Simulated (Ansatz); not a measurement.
# Ag wire along [100], 25 atoms a period: bands along the axis

Aim: is the Ag wire along [100], 25 atoms a period a metal or a semiconductor?

Method: DFT PBE, plane waves, PAW; relaxation of a wire's period; PAW set soft_1, in the first sound run; inputs show where later runs differ, in Ansatz 0.2.0.

### 1. The structure

The cell holds 25 atoms: 25 Ag. Its edges and angles: a = 15.100 Å, b = 15.100 Å, c = 4.150 Å, α = 90.0°, β = 90.0°, γ = 90.0°. Vacuum lies along a and b. The structure's axis is c.

### 2. Relaxation of atoms and period

Band widths follow the bond lengths, so the wire is relaxed first. The atoms and the third cell vector are free; the box across stays fixed as vacuum. A Fermi-Dirac smearing is set since the result may be a metal. The pressure printed is a third of the stress's trace over the whole box, vacuum included; only the stress along the axis is relaxed.

File input.yaml:

```yaml
crystal:
  lattice:
    - [15.1, 0.0, 0.0]
    - [0.0, 15.1, 0.0]
    - [0.0, 0.0, 4.15]
  atoms:
    - { symbol: Ag, position: [0.225165563, 0.225165563, 0.0] }
    - { symbol: Ag, position: [0.225165563, 0.5, 0.0] }
    - { symbol: Ag, position: [0.225165563, 0.774834437, 0.0] }
    - { symbol: Ag, position: [0.362582781, 0.362582781, 0.0] }
    - { symbol: Ag, position: [0.362582781, 0.637417219, 0.0] }
    - { symbol: Ag, position: [0.5, 0.225165563, 0.0] }
    - { symbol: Ag, position: [0.5, 0.5, 0.0] }
    - { symbol: Ag, position: [0.5, 0.774834437, 0.0] }
    - { symbol: Ag, position: [0.637417219, 0.362582781, 0.0] }
    - { symbol: Ag, position: [0.637417219, 0.637417219, 0.0] }
    - { symbol: Ag, position: [0.774834437, 0.225165563, 0.0] }
    - { symbol: Ag, position: [0.774834437, 0.5, 0.0] }
    - { symbol: Ag, position: [0.774834437, 0.774834437, 0.0] }
    - { symbol: Ag, position: [0.225165563, 0.362582781, 0.5] }
    - { symbol: Ag, position: [0.225165563, 0.637417219, 0.5] }
    - { symbol: Ag, position: [0.362582781, 0.225165563, 0.5] }
    - { symbol: Ag, position: [0.362582781, 0.5, 0.5] }
    - { symbol: Ag, position: [0.362582781, 0.774834437, 0.5] }
    - { symbol: Ag, position: [0.5, 0.362582781, 0.5] }
    - { symbol: Ag, position: [0.5, 0.637417219, 0.5] }
    - { symbol: Ag, position: [0.637417219, 0.225165563, 0.5] }
    - { symbol: Ag, position: [0.637417219, 0.5, 0.5] }
    - { symbol: Ag, position: [0.637417219, 0.774834437, 0.5] }
    - { symbol: Ag, position: [0.774834437, 0.362582781, 0.5] }
    - { symbol: Ag, position: [0.774834437, 0.637417219, 0.5] }
kpoints:
  mp_grid: { grid: [1, 1, 20] }
scf:
  occupations: { method: fermi_dirac, width: 0.05 }
hamiltonian:
  xc: pbe
  pseudopotentials: { kind: paw, azcp: { folder: soft_1 } }
relax:
  cell: { fix: [a, b, alpha, beta, gamma] }
  max_steps: 45
  f_tol: 0.03
```

Started as:

```
$ ansatz run input.yaml --threads 16 --pin off --max-ram 61440MiB --backend cuda --events-out ev --progress --plain --runs-dir out --max-vram 78GiB
```

Numbers of over 12 decimals in the logs are rounded to 6 here.

Output:

```text
Engine: ansatz 0.2.0, aarch64-unknown-linux-gnu
Pseudopotentials: kind: paw
Pseudopotential: Ag, paw, valence charge 19, recommended cutoff 420 eV (normal), soft_1/Ag.paw.azcp
Functional definition: PBE
  parameter kappa = 0.804
  parameter beta = 0.066725
  exchange = pbe_x(kappa = kappa, mu = beta*pi^2/3)
  correlation = pbe_c(beta = beta)
[...]
Crystal: 25 atoms, lattice volume = 946.242 Å³
Basis set: ecut = 420 eV, 18373 PW (Γ), exchange–correlation on 216×216×60 points (8 copies of the dense FFT grid, shifted against one another)
Bands: 285, of which v1, the nominal top of the filled ones, is band 238 counted from 1 (237 counted from 0)
Symmetry: 16 space group operations
Space group: P4/mmm (ITA 123), of the structure as read, at distance tolerance 9.8e-5 Å
k-points: 11 of 20
Non-local potential: Ag, projectors of the file, l = 0: 3, l = 1: 2, l = 2: 2, l = 3: 1
PAW form: soft (Blöchl's): semilocal exchange-correlation on the pseudo side does not see the compensation charge
PAW one-centre angular grid: Ag, 590 points (default); XC on 64 Gauss nodes
Initial density: superposition of atomic densities (neutral atoms: chi_scale 0, normalization atom)
Initial wavefunctions: pseudopotential atomic-orbital guess
[...]
Functional: x = pbe(κ = 0.804, μ = 0.219515), c = pbe(β = 0.066725)
SCF iter   1: F=—  HF=-189760.792470 eV  |F-HF|=—  |Δ(HF+E_count)|=         —  Δρ=3.74e-2  dr2=1.80e1  ethr=3.10e-3  ⟨swp⟩=6.0  Hψ=11688  notcnv=0  defer=98
preconditioner: auto → LDOS  [metal: Δε(μ)=0.043 eV  Ē_g=8.072 eV  σ=0.050 eV  W_gap=0.21  n_scr=246 (ndim 8)  ℏωp=20.0 eV  f_vac=0.454  D(μ)=6.73/eV (n_scr^D=20)  β→1.0]
SCF iter   2: F=—  HF=-189765.319439 eV  |F-HF|=—  |Δ(HF+E_count)|=    4.53e0  Δρ=5.74e-2  dr2=3.03e1  ethr=3.10e-3  ⟨swp⟩=3.0  Hψ=6436  notcnv=0  defer=382
[...]
SCF iter  10: F=-189756.307158 eV  HF=-189756.307158 eV  |F-HF|=4.51e-9  |Δ(HF+E_count)|=   2.26e-7  Δρ=1.80e-6  dr2=2.39e-8  ethr=2.11e-11  ⟨swp⟩=4.0  Hψ=9926  notcnv=0
SCF 1 converged in 10 iterations: F = -189756.307158 eV  dr2 = 2.39e-8
  greatest PAW one-centre occupation: 1.001 electrons in one spin orbital (limit 2), on the Ag atom at site 21 (counted from 0), in its partial waves of l = 0
relax step   1: F+E_penalty+E_count = -189756.30715761 eV  Δ(F+E_penalty+E_count) = +0.000e0 eV  max|allowed force component| = 3.735e-1 eV/Å  Δτ_max = 0.0000 Å  P = -1.506 GPa  Ω = 946.242 Å³  fix = [a, b, alpha, beta, gamma]  reactions: a -1.145, b -1.145 GPa  (10 SCF iters, dr2 threshold 1.00e-7 eV, accepted)
[...]
Crystal: 25 atoms, lattice volume = 910.944 Å³
Basis set: ecut = 420 eV, 17789 PW (Γ), exchange–correlation on 216×216×60 points (8 copies of the dense FFT grid, shifted against one another)
[...]
preconditioner: auto → LDOS  [metal: Δε(μ)=0.027 eV  Ē_g=8.593 eV  σ=0.050 eV  W_gap=0.13  n_scr=246 (ndim 8)  ℏωp=20.4 eV  f_vac=0.463  D(μ)=7.02/eV (n_scr^D=24)  β→1.0]
[...]
SCF 2 converged in 7 iterations: F = -189756.625768 eV  dr2 = 1.43e-7
relax step   2: F+E_penalty+E_count = -189756.62576849 eV  Δ(F+E_penalty+E_count) = -3.186e-1 eV  max|allowed force component| = 2.055e-1 eV/Å  Δτ_max = 0.1525 Å  P = +0.997 GPa  Ω = 910.944 Å³  energy of the carried Pulay correction = +7.919e-3 eV  fix = [a, b, alpha, beta, gamma]  reactions: a +1.206, b +1.206 GPa  (7 SCF iters, dr2 threshold 2.50e-6 eV, accepted)
[...]
Crystal: 25 atoms, lattice volume = 905.713 Å³
[...]
SCF 3 converged in 7 iterations: F = -189756.743832 eV  dr2 = 1.11e-7
relax step   3: F+E_penalty+E_count = -189756.74383186 eV  Δ(F+E_penalty+E_count) = -1.181e-1 eV  max|allowed force component| = 3.554e-2 eV/Å  Δτ_max = 0.0861 Å  P = +0.050 GPa  Ω = 905.713 Å³  energy of the carried Pulay correction = +9.121e-3 eV  fix = [a, b, alpha, beta, gamma]  reactions: a +0.207, b +0.207 GPa  (7 SCF iters, dr2 threshold 2.50e-6 eV, accepted)
[...]
Crystal: 25 atoms, lattice volume = 880.605 Å³
[...]
SCF 4 converged in 7 iterations: F = -189756.794013 eV  dr2 = 1.52e-7
  greatest PAW one-centre occupation: 1.001 electrons in one spin orbital (limit 2), on the Ag atom at site 19 (counted from 0), in its partial waves of l = 0
relax step   4: F+E_penalty+E_count = -189756.79401335 eV  Δ(F+E_penalty+E_count) = -5.018e-2 eV  max|allowed force component| = 1.926e-2 eV/Å  Δτ_max = 0.0886 Å  P = +0.075 GPa  Ω = 880.605 Å³  energy of the carried Pulay correction = +1.500e-2 eV  fix = [a, b, alpha, beta, gamma]  reactions: a +0.160, b +0.160 GPa  (7 SCF iters, dr2 threshold 1.72e-7 eV, accepted)
[...]
SCF 6 converged in 10 iterations: F = -189756.804527 eV  dr2 = 3.74e-9
[...]
relax step   7: F+E_penalty+E_count = -189756.82586366 eV  Δ(F+E_penalty+E_count) = -1.426e-2 eV  max|allowed force component| = 2.786e-2 eV/Å  Δτ_max = 0.0869 Å  P = -0.076 GPa  Ω = 841.289 Å³  energy of the carried Pulay correction = +2.459e-2 eV  fix = [a, b, alpha, beta, gamma]  reactions: a -0.086, b -0.086 GPa  (12 SCF iters, accepted)
[...]
SCF 9 converged in 10 iterations: F = -189756.823441 eV  dr2 = 1.54e-10
[...]
relax step  10: F+E_penalty+E_count = -189756.82884908 eV  Δ(F+E_penalty+E_count) = -1.588e-3 eV  max|allowed force component| = 2.051e-3 eV/Å  Δτ_max = 0.0133 Å  P = +0.046 GPa  Ω = 847.343 Å³  energy of the carried Pulay correction = +2.308e-2 eV  fix = [a, b, alpha, beta, gamma]  reactions: a +0.071, b +0.071 GPa  (9 SCF iters, accepted)
[...]
SCF converged after 8 iterations
[...]
k-point 10: bands = ["-85.2548", "-85.2537", "-85.2537", "-85.2526", "-85.2219", "-85.2219", "-85.2219", "-85.2219", "-85.1677", "-84.9923", "-84.9923", "-84.9923", "-84.9923", "-84.9914", "-84.9914", "-84.9914", "-84.9914", "-84.9901", "-84.9901", "-84.9901", "-84.9901", "-84.8312", "-84.8312", "-84.8312", "-84.8312", "-48.7737", "-48.7657", "-48.7630", "-48.7630", "-48.7547", "-48.7547", "-48.7533", "-48.7518", " [...]
--- Relaxed structure (10 steps of the walk, 8 accepted, 1 SCFs on fresh bases) ---
  F+E_penalty+E_count = -189756.80772039 eV   max|allowed force component| = 2.276e-3 eV/Å   (the final SCF, on the basis selected at the relaxed cell)
  cell:  # Å, volume = 847.3428 Å³
    - [15.1, 0.0, 0.0]
    - [0.0, 15.1, 0.0]
    - [0.0, 0.0, 3.716253]
  atoms:
    - { symbol: Ag, position: [0.219027, 0.219027, 0.0] }
    - { symbol: Ag, position: [0.213650, 0.5, 0.0] }
    - { symbol: Ag, position: [0.219027, 0.780973, 0.0] }
    - { symbol: Ag, position: [0.355232, 0.355232, 0.0] }
    - { symbol: Ag, position: [0.355232, 0.644768, 0.0] }
    - { symbol: Ag, position: [0.5, 0.213650, 0.0] }
    - { symbol: Ag, position: [0.5, 0.5, 0.0] }
    - { symbol: Ag, position: [0.5, 0.786350, 0.0] }
    - { symbol: Ag, position: [0.644768, 0.355232, 0.0] }
    - { symbol: Ag, position: [0.644768, 0.644768, 0.0] }
    - { symbol: Ag, position: [0.780973, 0.219027, 0.0] }
    - { symbol: Ag, position: [0.786350, 0.5, 0.0] }
    - { symbol: Ag, position: [0.780973, 0.780973, 0.0] }
    - { symbol: Ag, position: [0.212170, 0.358513, 0.5] }
    - { symbol: Ag, position: [0.212170, 0.641487, 0.5] }
    - { symbol: Ag, position: [0.358513, 0.212170, 0.5] }
    - { symbol: Ag, position: [0.356166, 0.5, 0.5] }
    - { symbol: Ag, position: [0.358513, 0.787830, 0.5] }
    - { symbol: Ag, position: [0.5, 0.356166, 0.5] }
    - { symbol: Ag, position: [0.5, 0.643834, 0.5] }
    - { symbol: Ag, position: [0.641487, 0.212170, 0.5] }
    - { symbol: Ag, position: [0.643834, 0.5, 0.5] }
    - { symbol: Ag, position: [0.641487, 0.787830, 0.5] }
    - { symbol: Ag, position: [0.787830, 0.358513, 0.5] }
    - { symbol: Ag, position: [0.787830, 0.641487, 0.5] }
```

Wall time 11 s (1 × NVIDIA GB200 with 16 threads of Arm Neoverse V2, shared host); peak memory 1.4 GiB; 61 s of CPU time.

Relaxation path:

```
step  energy less that of the first step (eV)  largest force component (eV/Å)  pressure (GPa)  volume (Å³)
   1                                   0.0000                          0.3735           -1.51       946.24
   2                                  -0.3186                          0.2055            1.00       910.94
   3                                  -0.4367                          0.0355            0.05       905.71
   4                                  -0.4869                          0.0193            0.07       880.61
   5                                  -0.5044                          0.0122            0.10       864.36
   6                                  -0.4974                          0.0445            0.21       818.22
   7                                  -0.5187                          0.0279           -0.08       841.29
   8                                  -0.5201                          0.0038            0.05       850.95
   9                                  -0.5163                          0.0517            0.26       843.44
  10                                  -0.5217                          0.0021            0.05       847.34
  11                                  -0.5006                          0.0023            0.05       847.34
```

The log counts 1 steps on a newly chosen plane-wave basis, not all of them marked here; energy and pressure can jump at such steps. Relaxation steps 6, 9 were tried and not accepted.

Forces are held to the 16 operations that the run works with; a distortion that breaks them can't arise in this run.

```
cell as run  before  after   change
      c (Å)   4.150  3.716  -10.5 %
```

The atoms that moved most (Å, along periodic axes as changes of fractional coordinates times the final cell, across vacuum about the mean position):

```
atom      dx      dy     dz  length
Ag24   0.196  -0.061  0.000   0.206
Ag18  -0.061   0.196  0.000   0.206
Ag25   0.196   0.061  0.000   0.206
Ag23   0.061   0.196  0.000   0.206
Ag14  -0.196  -0.061  0.000   0.206
Ag16  -0.061  -0.196  0.000   0.206
Ag15  -0.196   0.061  0.000   0.206
Ag21   0.061  -0.196  0.000   0.206
```

Final coordinates:

```cif
data_structure
_symmetry_space_group_name_H-M 'P 1'
_symmetry_Int_Tables_number 1
_cell_length_a 15.1000
_cell_length_b 15.1000
_cell_length_c 3.7163
_cell_angle_alpha 90.000
_cell_angle_beta 90.000
_cell_angle_gamma 90.000
_cell_volume 847.34
loop_
_atom_site_label
_atom_site_type_symbol
_atom_site_fract_x
_atom_site_fract_y
_atom_site_fract_z
_atom_site_occupancy
Ag1 Ag 0.21903 0.21903 0.00000 1
Ag2 Ag 0.21365 0.50000 0.00000 1
Ag3 Ag 0.21903 0.78097 0.00000 1
Ag4 Ag 0.35523 0.35523 0.00000 1
Ag5 Ag 0.35523 0.64477 0.00000 1
Ag6 Ag 0.50000 0.21365 0.00000 1
Ag7 Ag 0.50000 0.50000 0.00000 1
Ag8 Ag 0.50000 0.78635 0.00000 1
Ag9 Ag 0.64477 0.35523 0.00000 1
Ag10 Ag 0.64477 0.64477 0.00000 1
Ag11 Ag 0.78097 0.21903 0.00000 1
Ag12 Ag 0.78635 0.50000 0.00000 1
Ag13 Ag 0.78097 0.78097 0.00000 1
Ag14 Ag 0.21217 0.35851 0.50000 1
Ag15 Ag 0.21217 0.64149 0.50000 1
Ag16 Ag 0.35851 0.21217 0.50000 1
Ag17 Ag 0.35617 0.50000 0.50000 1
Ag18 Ag 0.35851 0.78783 0.50000 1
Ag19 Ag 0.50000 0.35617 0.50000 1
Ag20 Ag 0.50000 0.64383 0.50000 1
Ag21 Ag 0.64149 0.21217 0.50000 1
Ag22 Ag 0.64383 0.50000 0.50000 1
Ag23 Ag 0.64149 0.78783 0.50000 1
Ag24 Ag 0.78783 0.35851 0.50000 1
Ag25 Ag 0.78783 0.64149 0.50000 1
```

Numbers from this step:

* energy at zero smearing: -189756.7778 eV
* cell length along the wire: 3.716 Å

The cell's length comes to 3.716 Å with spin left out.

### 3. Bands of the perfect wire

This step: DFT PBE, plane waves, PAW; bands of a perfect wire; PAW set soft_1 (Ansatz 0.2.0).

At the relaxed period the bands are computed along the axis; those that cross an energy going forward count the channels that a perfect wire would open there.

File input.yaml:

```yaml
crystal:
  lattice:
    - [15.1, 0.0, 0.0]
    - [0.0, 15.1, 0.0]
    - [0.0, 0.0, 3.7162528294]
  atoms:
    - { symbol: Ag, position: [0.219027063, 0.219027063, 0.0] }
    - { symbol: Ag, position: [0.213650174, 0.5, 0.0] }
    - { symbol: Ag, position: [0.219027063, 0.780972937, 0.0] }
    - { symbol: Ag, position: [0.355231727, 0.355231727, 0.0] }
    - { symbol: Ag, position: [0.355231727, 0.644768273, 0.0] }
    - { symbol: Ag, position: [0.5, 0.213650174, 0.0] }
    - { symbol: Ag, position: [0.5, 0.5, 0.0] }
    - { symbol: Ag, position: [0.5, 0.786349826, 0.0] }
    - { symbol: Ag, position: [0.644768273, 0.355231727, 0.0] }
    - { symbol: Ag, position: [0.644768273, 0.644768273, 0.0] }
    - { symbol: Ag, position: [0.780972937, 0.219027063, 0.0] }
    - { symbol: Ag, position: [0.786349826, 0.5, 0.0] }
    - { symbol: Ag, position: [0.780972937, 0.780972937, 0.0] }
    - { symbol: Ag, position: [0.212170232, 0.358512811, 0.5] }
    - { symbol: Ag, position: [0.212170232, 0.641487189, 0.5] }
    - { symbol: Ag, position: [0.358512811, 0.212170232, 0.5] }
    - { symbol: Ag, position: [0.356165538, 0.5, 0.5] }
    - { symbol: Ag, position: [0.358512811, 0.787829768, 0.5] }
    - { symbol: Ag, position: [0.5, 0.356165538, 0.5] }
    - { symbol: Ag, position: [0.5, 0.643834462, 0.5] }
    - { symbol: Ag, position: [0.641487189, 0.212170232, 0.5] }
    - { symbol: Ag, position: [0.643834462, 0.5, 0.5] }
    - { symbol: Ag, position: [0.641487189, 0.787829768, 0.5] }
    - { symbol: Ag, position: [0.787829768, 0.358512811, 0.5] }
    - { symbol: Ag, position: [0.787829768, 0.641487189, 0.5] }
kpoints:
  mp_grid: { grid: [1, 1, 22] }
  band_path: { path: ["Γ", Z], npoints: 90 }
scf:
  occupations: { method: fermi_dirac, width: 0.05 }
hamiltonian:
  xc: pbe
  pseudopotentials: { kind: paw, azcp: { folder: soft_1 } }
output:
  dos: { e_range: [-5, 4] }
  write_potential: true
  write_density: true
  volumetric_format: npy
```

Output:

```text
[...]
Crystal: 25 atoms, lattice volume = 847.343 Å³
Basis set: ecut = 420 eV, 16565 PW (Γ)
Bands: 285, of which v1, the nominal top of the filled ones, is band 238 counted from 1 (237 counted from 0)
Symmetry: 16 space group operations
[...]
k-points: 12 of 22
[...]
SCF iter   1: F=—  HF=-189761.543220 eV  |F-HF|=—  |Δ(HF+E_count)|=         —  Δρ=4.12e-2  dr2=1.88e1  ethr=3.10e-3  ⟨swp⟩=6.0  Hψ=12488  notcnv=0  defer=113
[...]
SCF iter   6: F=—  HF=-189756.792264 eV  |F-HF|=—  |Δ(HF+E_count)|=   7.81e-3  Δρ=1.50e-4  dr2=3.26e-4  ethr=1.27e-6  ⟨swp⟩=2.0  Hψ=4646  notcnv=0  defer=412
[...]
SCF iter   8: F=—  HF=-189756.790517 eV  |F-HF|=—  |Δ(HF+E_count)|=   1.25e-2  Δρ=1.78e-5  dr2=4.14e-6  ethr=1.84e-8  ⟨swp⟩=2.0  Hψ=4627  notcnv=0  defer=412
[...]
SCF iter  10: F=-189756.790519 eV  HF=-189756.790519 eV  |F-HF|=2.50e-8  |Δ(HF+E_count)|=   6.78e-8  Δρ=2.58e-6  dr2=8.55e-8  ethr=2.11e-11  ⟨swp⟩=10.6  Hψ=16090  notcnv=0
SCF 1 converged in 10 iterations: F = -189756.790519 eV  dr2 = 8.55e-8
[...]
NSCF: frozen V_eff on 91 k-points
[...]
SCF converged after 10 iterations
[...]
```

Elapsed: 6.3 s, on 1 × NVIDIA GB200 with 16 threads; peak memory 2.1 GiB; 62 s of CPU time.

Numbers from this step:

- energy at zero smearing: -189756.7576 eV
- band gap on the path through both edges: 0 eV

Electronic bands along the path, in eV, zero at the Fermi level; # counts the bands kept:

```
  point    #56    #57    #58    #59    #60    #61   #62   #63
      Γ  -1.85  -1.43  -1.06  -0.83  -0.05  -0.02  0.30  0.30
halfway  -0.79  -0.79  -0.20  -0.06   0.98   1.00  1.00  1.00
      Z  -0.42  -0.37  -0.31  -0.14  -0.14   0.33  0.33  0.62
```

Between Γ and Z the bands cross the Fermi level 13 times, so a perfect wire would conduct at least 13 G₀, with spin left out.

### 4. Outcome

| Property | Result |
| --- | --- |
| cell length, PBE | 3.716 Å |
| ballistic conductance by band crossings, a lower bound, PBE | 13 G₀ |

**Reading.** Under PBE the cell's length is 3.72 Å, and the bands cross the Fermi level 13 times between Γ and Z, which gives a perfect wire at least 13 G₀ (opposite crossings within one step of the path cancel in such a count).

[Logs are printed without paths, hosts, clocks, repeated set-up lines and the standing remarks that a program may print on its own settings, such as how far it seeks lower states.]

[Hosts, paths, dates, database ids (printed as entryN), source tags and the programs' standing remarks are cut or masked in the printed files.]
